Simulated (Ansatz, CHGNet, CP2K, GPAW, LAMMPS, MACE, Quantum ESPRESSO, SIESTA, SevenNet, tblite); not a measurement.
## Amorphous 73P2O5-20PbO-7Al2O3 (mol %) (88 atoms): runs against a plane-wave reference

Density of this cell: 3.06 g/cm³. The cell holds 88 atoms: 22 P, 3 Pb, 2 Al and 61 O. Cell: a = 10.812 Å, b = 10.812 Å, c = 10.812 Å, α = 90.0°, β = 90.0°, γ = 90.0°. 88 atoms (22 P, 3 Sr, 2 Al, 61 O) placed at random at 2.63 g/cm³, melted at 5000 K for 10 ps at fixed volume with the Morse and Coulomb pair potential with partial charges (Pedone, Malavasi, Menziani, Cormack and Segre, J. Phys. Chem. B 110, 11780 (2006)). Quenched from 5000 K to 300 K at 10 K/ps and fixed volume, held 10 ps at zero pressure, then minimised at fixed cell. Then Sr was replaced by Pb and the cell scaled by 1.008 (the potential has no terms for the new elements, so the cell is a start for a DFT relaxation).

Geometry: as built.

The reference, a calculation:

```
method                                           : Kohn-Sham DFT, PBE, PAW, plane waves (Ansatz 0.2.0); cutoff 420 eV, Γ point, fermi-dirac smearing of 0.05 eV; PAW set soft_2
r.m.s. force component                           : 1.353 eV/Å
longest force                                    : 6.082 eV/Å
pressure                                         : -2.03 GPa
gap (highest filled to lowest empty level) : 0.8801 eV
SCF cycles                                       : 11
time                                             : 9.6 s on 8 threads of Arm Neoverse V2, shared host
CPU time                                         : 69 s
```

Q: Estimate the differences from the reference, the CPU time and the memory of each run.
- SIESTA PBE, DZP, shift 0.01 Ry, mesh 500 Ry (SIESTA 5.4.2; 2 MPI ranks)
- GPAW PBE, LCAO szp(dzp), h 0.18 Å (GPAW 26.7.0; 1 thread)
- SIESTA PBE, DZP, shift 0.01 Ry, mesh 100 Ry (SIESTA 5.4.2; 1 thread)
- MACE MP-0b3 medium potential (MACE MP-0b3 medium; 1 thread)
- CP2K PBE, DZVP-MOLOPT-SR, 300/50 Ry, OT DIIS (CP2K 2026.2; 2 threads)
- QE PBE, sssp-1.3.0-efficiency, 60/480 Ry (Quantum ESPRESSO 7.5; 4 MPI ranks)
- tblite IPEA1-xTB (tblite 0.8.0; 1 thread)
- SevenNet 0 potential (SevenNet 0; 1 thread)
- GPAW PBE, LCAO dzp, h 0.18 Å (GPAW 26.7.0; 1 thread)
- tblite GFN1-xTB (tblite 0.8.0; 1 thread)

Differences are against the plane-wave reference, forces as r.m.s. over components; share is that over the reference's r.m.s. force, slope the least-squares factor from reference forces to these. Total energies of different programs have different zeros and aren't compared.

| run | Δ force, r.m.s. (meV/Å) | share (%) | slope | Δ pressure (GPa) | Δ gap (eV) | cores | CPU time | memory (GiB) |
| --- | --- | --- | --- | --- | --- | --- | --- | --- |
| reference | - | - | - | - | - | 8 | 69 s | 1.6 |
| SIESTA PBE, DZP, shift 0.01 Ry, mesh 500 Ry | 301 | 22.2 | 1.060 | 2.35 | -0.322 | 2 | 4 min | 1.9 |
| GPAW PBE, LCAO szp(dzp), h 0.18 Å (coarse) | 730 | 53.9 | 1.299 | - | -0.598 | 1 | 1.7 min | 1.3 |
| SIESTA PBE, DZP, shift 0.01 Ry, mesh 100 Ry (coarse) | 309 | 22.8 | 1.058 | 2.38 | -0.322 | 1 | 48 s | 0.49 |
| MACE MP-0b3 medium potential | 313 | 23.1 | 0.852 | -0.0166 | - | 1 | 7.3 s | 1.0 |
| CP2K PBE, DZVP-MOLOPT-SR, 300/50 Ry, OT DIIS (coarse) | 165 | 12.2 | 1.083 | 1.29 | -0.345 | 2 | 4.7 min | 0.92 |
| QE PBE, sssp-1.3.0-efficiency, 60/480 Ry | 83.1 | 6.14 | 0.979 | 0.545 | 0.002 | 4 | 14 min | 4.1 |
| tblite IPEA1-xTB | 538 | 39.8 | 0.775 | -3.83 | - | 1 | 4.9 s | 0.13 |
| SevenNet 0 potential | 199 | 14.7 | 0.958 | -0.306 | - | 1 | 6.7 s | 0.94 |
| GPAW PBE, LCAO dzp, h 0.18 Å | 518 | 38.3 | 1.033 | - | -0.297 | 1 | 89 s | 1.4 |
| tblite GFN1-xTB | 393 | 29.0 | 1.071 | 1.64 | - | 1 | 3.9 s | 0.12 |

Rows marked coarse were listed beforehand as settings not expected to be converged; some can still land near the reference.

Times of the machine-learned potentials are mostly Python's start and the loading of weights.

CPU time is summed over cores on a shared host, where runs went side by side, so it is rough. Symmetry, cutoffs, thresholds, outputs and thread counts weren't matched or tuned between programs; memory under MPI is the largest rank's times the ranks.

PBE on plane waves or a grid with other potentials, cutoffs or grids, coarse settings apart, differs from the reference by 6.1 % (QE PBE, sssp-1.3.0-efficiency, 60/480 Ry) of the r.m.s. force; potentials, valence shells or grid differ, and the table alone doesn't part them (QE's 60 Ry are 816 eV, against the reference's 420 eV). The PBE runs in local orbitals, coarse settings apart, differ by 22 % (SIESTA PBE, DZP, shift 0.01 Ry, mesh 500 Ry) to 38 % (GPAW PBE, LCAO dzp, h 0.18 Å); basis, grid and potentials can all enter. Tight binding differs by 29 % (tblite GFN1-xTB) to 40 % (tblite IPEA1-xTB); it is another model, with fitted parameters of its own, and the xTB methods hold dispersion. Machine-learned potentials differ by 15 % (SevenNet 0 potential) to 23 % (MACE MP-0b3 medium potential); they were trained on other programs' data. Periodic xTB results under one method name differ between programs and library versions. Machine-learned potentials mimic data converged in k, so the reference's own k-point error enters their differences. The network of bonds at the start is that of the classical potential that made the cell, and needn't be the one that DFT or experiment would give. The electronic-structure runs sample only Γ, in a cell whose shortest periodic width is 11 Å.

[Logs are printed without paths, hosts, clocks, repeated set-up lines and the standing remarks that a program may print on its own settings, such as how far it seeks lower states.]

[Hosts, paths, dates, database ids (printed as entryN), source tags and the programs' standing remarks are cut or masked in the printed files.]
